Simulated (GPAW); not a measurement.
# PbF2 (Fluorocronite): G0W0 with GPAW, start to end, part 2 of 2

Wanted: ground state, empty states, screening and self-energy for PbF2 (Fluorocronite).

GPAW 26.7.0; PBE and many-body steps on it, plane waves. Known limits of the many-body steps: not at the basis limit; no spin-orbit coupling; coarse k mesh.

So far. Step 2 (Ground state): The gap is indirect, with the least direct gap 0.15 eV higher. Step 3 (Empty states on the mesh, 4×4×4 mesh, 128 bands): On this mesh the gap is 4.345 eV.

The database entry behind the starting cell differs from later determinations by our own check (0.1 to 0.3 % short, probably kX units), so it need not match the best structure at ambient conditions.

## (4) Screening and self-energy, 4×4×4 mesh, 118 bands, screening to 100 eV

G0W0 replaces the xc potential by the self-energy, built once from these orbitals. Only a window of levels is corrected, while the sums run over the empty bands that the input names.

This step: G0W0 on PBE, plane waves, PAW.

Contents of run.py:

```python
import json
import numpy as np
from gpaw.mpi import world
from gpaw.response.g0w0 import G0W0

gw = G0W0('full.gpw',
    filename='gw',
    kpts=[0, 3, 5],
    bands=(12, 16),
    ecut=100,
    nbands=118,
    integrate_gamma='WS',
    ppa=True)
gw.calculate()
res = {mode: {k: v for k, v in r.items() if k != 'sigma_eskwn'}
       for mode, r in gw.all_results.items()}

if world.rank == 0:
    with open('result.json', 'w') as f:
        json.dump(res, f, default=lambda x: x.tolist())
```

Started as:

```console
$ mpirun -n 4 gpaw python run.py
```

Numbers of over 12 decimals in the logs are rounded to 6 here.

Log:

```text
Using integrator: PointIntegrator
FrequencyGridDescriptor(from 0.000+0.000j to 0.000+27.211j eV, 2 points)
Nonperiodic BCs:  [False False False]
Using integrator: PointIntegrator
FrequencyGridDescriptor(from 0.000+0.000j to 0.000+27.211j eV, 2 points)
Nonperiodic BCs:  [False False False]
  ___  _ _ _
 |   || | | |
 | | || | | |
 |__ ||_____|
 |___|

BZ k-points: Symmetries present (total): 48

  [... matrices ...]
64 k-points: 4 x 4 x 4 Monkhorst-Pack grid + [1/8,1/8,1/8]
8 k-points in the irreducible part of the Brillouin zone
       k-points in crystal coordinates                weights
   0:     0.00000000    0.00000000    0.00000000          1/64
   1:     0.25000000    0.25000000    0.00000000          6/64
   2:     0.25000000    0.25000000    0.25000000          8/64
   3:     0.50000000    0.25000000   -0.25000000          6/64
   4:     0.50000000    0.25000000    0.25000000         12/64
   5:     0.50000000    0.50000000    0.00000000          3/64
   6:     0.50000000    0.50000000    0.25000000         24/64
   7:     0.50000000    0.50000000    0.50000000          4/64

Distributing spins, k-points and bands (1 x 3 x 4) over 4 processes
Number of blocks: 1

Quasi particle states:
k-points (IBZ indices): [0, 3, 5]
Band range: (12, 16)
  [... matrices ...]
Computational parameters:
Plane wave cut-off: 100 eV
Number of bands: 118
Coulomb cutoff: None
Broadening: 0.1 eV

fxc modes: GW
Kernel: RPA
Using Godby-Needs plasmon-pole approximation:
  Fitting energy: i*E0, E0 = 1.000 Hartree
Summing all q:

Calculating screened Coulomb potential
No Coulomb truncation
FrequencyGridDescriptor(from 0.000+0.000j to 0.000+27.211j eV, 2 points)
Removing empty qpoint cache files...

Calculating chi0 body with:
    Ground state adapter containing:
    Number of spins: 1
    Number of kpoints: 64
    Number of irreducible kpoints: 8
    Number of completely occupied states: 14
    Number of partially occupied states: 14
    Occupied states memory: 2.953125 M / cpu

    Linear response parametrization:
    q_c: [0.0, 0.0, 0.0]
    Number of frequency points: 2
    Planewave cutoff: 100.0
    Number of bands: 118
    Number of planewaves: 113
    Broadening (eta): 1e-06
    comm.size: 4
    kncomm.size: 4
    blockcomm.size: 1

    Memory estimate of potentially large arrays:
        chi0_wGG: 0.389679 M / cpu
Integrating chi0 body.

Symmetries of q_c:
    Direct symmetries (Uq -> q): 48
    Indirect symmetries (TUq -> q): 0
In total 48 allowed symmetries.

  [... matrices ...]
8 groups of equivalent kpoints. 87.5% reduction.

Integral kind: response function
Integrating chi0 head and wings.

Symmetries of q_c:
    Direct symmetries (Uq -> q): 48
    Indirect symmetries (TUq -> q): 0
In total 48 allowed symmetries.

  [... matrices ...]
8 groups of equivalent kpoints. 87.5% reduction.

Integral kind: response function wings

Calculating chi0 body with:
    Ground state adapter containing:
    Number of spins: 1
    Number of kpoints: 64
    Number of irreducible kpoints: 8
    Number of completely occupied states: 14
    Number of partially occupied states: 14
    Occupied states memory: 2.953125 M / cpu

    Linear response parametrization:
[... the further q-points ...]

Results:
f:      Occupation numbers
eps:     KS-eigenvalues [eV]
vxc:     KS vxc [eV]
exx:     Exact exchange [eV]
sigma:   Self-energies [eV]
dsigma:  Self-energy derivatives
Z:       Renormalization factors
qp:      QP-energies [eV]

k-point 0 (0): (0.000, 0.000, 0.000)                GW
band       f     eps     vxc     exx   sigma  dsigma       Z      qp
                                                                   GW
  12   1.000   0.535 -22.929 -30.398   5.939  -0.353   0.739  -0.596
  13   1.000   0.535 -22.929 -30.398   5.939  -0.353   0.739  -0.596
  14   0.000   9.267 -12.669  -7.918  -3.488  -0.176   0.850  10.342
  15   0.000   9.267 -12.669  -7.918  -3.488  -0.176   0.850  10.342

k-point 1 (3): (0.500, 0.250, -0.250)                GW
band       f     eps     vxc     exx   sigma  dsigma       Z      qp
                                                                   GW
  12   1.000   1.022 -24.062 -31.466   5.983  -0.338   0.747  -0.041
  13   1.000   2.568 -22.434 -26.947   3.437  -0.258   0.795   1.713
  14   0.000   8.562 -14.818 -10.484  -2.999  -0.189   0.841   9.683
  15   0.000   8.562 -14.817 -10.484  -2.999  -0.189   0.841   9.683

k-point 2 (5): (0.500, 0.500, 0.000)                GW
band       f     eps     vxc     exx   sigma  dsigma       Z      qp
                                                                   GW
  12   1.000   0.960 -23.933 -31.336   5.965  -0.335   0.749  -0.117
  13   1.000   2.423 -21.830 -26.262   3.290  -0.254   0.798   1.512
  14   0.000   6.914 -12.436  -8.333  -3.158  -0.168   0.856   7.723
  15   0.000  10.402 -16.737 -11.784  -3.120  -0.158   0.863  11.985
```

The job ended after 46 s (4 MPI ranks of Arm Neoverse V1, shared host; peak memory 1.3 GiB; 3.1 min of CPU time).

Numbers from this step:

```yaml
g0w0_gap_on_the_points_computed: 6.010 eV
least_direct_g0w0_gap_on_the_computed_points: 6.212 eV
z_at_the_valence_top: 0.7948
z_at_the_conduction_bottom: 0.8563
starting_gap_on_the_mesh: 4.345 eV
k_of_the_valence_top: 0.5, 0.25, -0.25
k_of_the_conduction_bottom: 0.5, 0.5, 0
```

The gap on the mesh goes from 4.35 eV to 6.01 eV, a correction of +1.66 eV.

Limits: finite bands, cutoff and mesh; no spin-orbit coupling; coarse k mesh. v1 is the top filled band, c1 the lowest empty one. Levels before and after the correction, in eV, zero at the valence-band top of each column:

```tsv
	conduction bottom	valence top
Kohn-Sham	4.35	0.00
G0W0	6.01	0.00
```

```tsv
	level	energy (eV)
Kohn-Sham	(0.5 0.25 -0.25) v2	-1.546
Kohn-Sham	(0.5 0.25 -0.25) v1	0.000
Kohn-Sham	(0.5 0.25 -0.25) c1-c2	5.993
Kohn-Sham	(0.5 0.5 0) v2	-1.609
Kohn-Sham	(0.5 0.5 0) v1	-0.145
Kohn-Sham	(0.5 0.5 0) c1	4.345
Kohn-Sham	(0.5 0.5 0) c2	7.834
G0W0	(0.5 0.25 -0.25) v2	-1.754
G0W0	(0.5 0.25 -0.25) v1	0.000
G0W0	(0.5 0.25 -0.25) c1-c2	7.970
G0W0	(0.5 0.5 0) v2	-1.830
G0W0	(0.5 0.5 0) v1	-0.201
G0W0	(0.5 0.5 0) c1	6.010
G0W0	(0.5 0.5 0) c2	10.272
```

## (5) Where the time went

Times are wall times on 4 MPI ranks of Arm Neoverse V1, shared host, good to a factor of about two.

```tsv
step	time	share	memory (GiB)
ground state	9.6 s	13 %	0.67
empty states on the mesh	18 s	25 %	1.6
screening and self-energy	46 s	63 %	1.3
```

## (6) What came out

| Quantity | Value |
| --- | --- |
| PBE gap | 4.35 eV, indirect |
| G0W0 gap on the mesh | 6.01 eV |
| GW settings | 4×4×4 mesh, 118 bands, screening to 100 eV, Godby-Needs plasmon pole |
| known limits | not at the basis limit; no spin-orbit coupling; coarse k mesh |

G0W0 moves the gap on the mesh from 4.35 eV to 6.01 eV (+1.66 eV), with Z of 0.79 and 0.86 at the edges. Only 3 of the mesh's irreducible points were corrected, so a valley elsewhere could overtake. The dearest step here is «screening and self-energy». Bands and cutoff are finite, so the gap is not at the basis limit. The miss can reach some tenths of an eV and take either sign; the mesh is an error of its own. These stock PAW sets were not made for GW. In the G0W0 run levels were corrected at 3 k points alone, so a gap called «on the mesh» is the least over those, and an edge elsewhere would be missed. The 4×4×4 mesh is coarse for this cell, which bears on the long-range parts of exchange and screening. Where an edge is built on 6p states of lead, bismuth or thallium, scalar-relativistic gaps usually stand too wide, by a few tenths to over one eV. The many-body steps are scalar-relativistic: spin-orbit coupling is not in them.

[Paths, hosts, dates, memory and timing lines, banners, echoed tables and standing remarks are left out of the program output.]

[Logs are printed without paths, hosts, clocks, repeated set-up lines and the standing remarks that a program may print on its own settings, such as how far it seeks lower states.]

[Runs of the session that timed out or met a known fault of the program may be left out.]

[Hosts, paths, dates, database ids (printed as entryN), source tags and the programs' standing remarks are cut or masked in the printed files.]
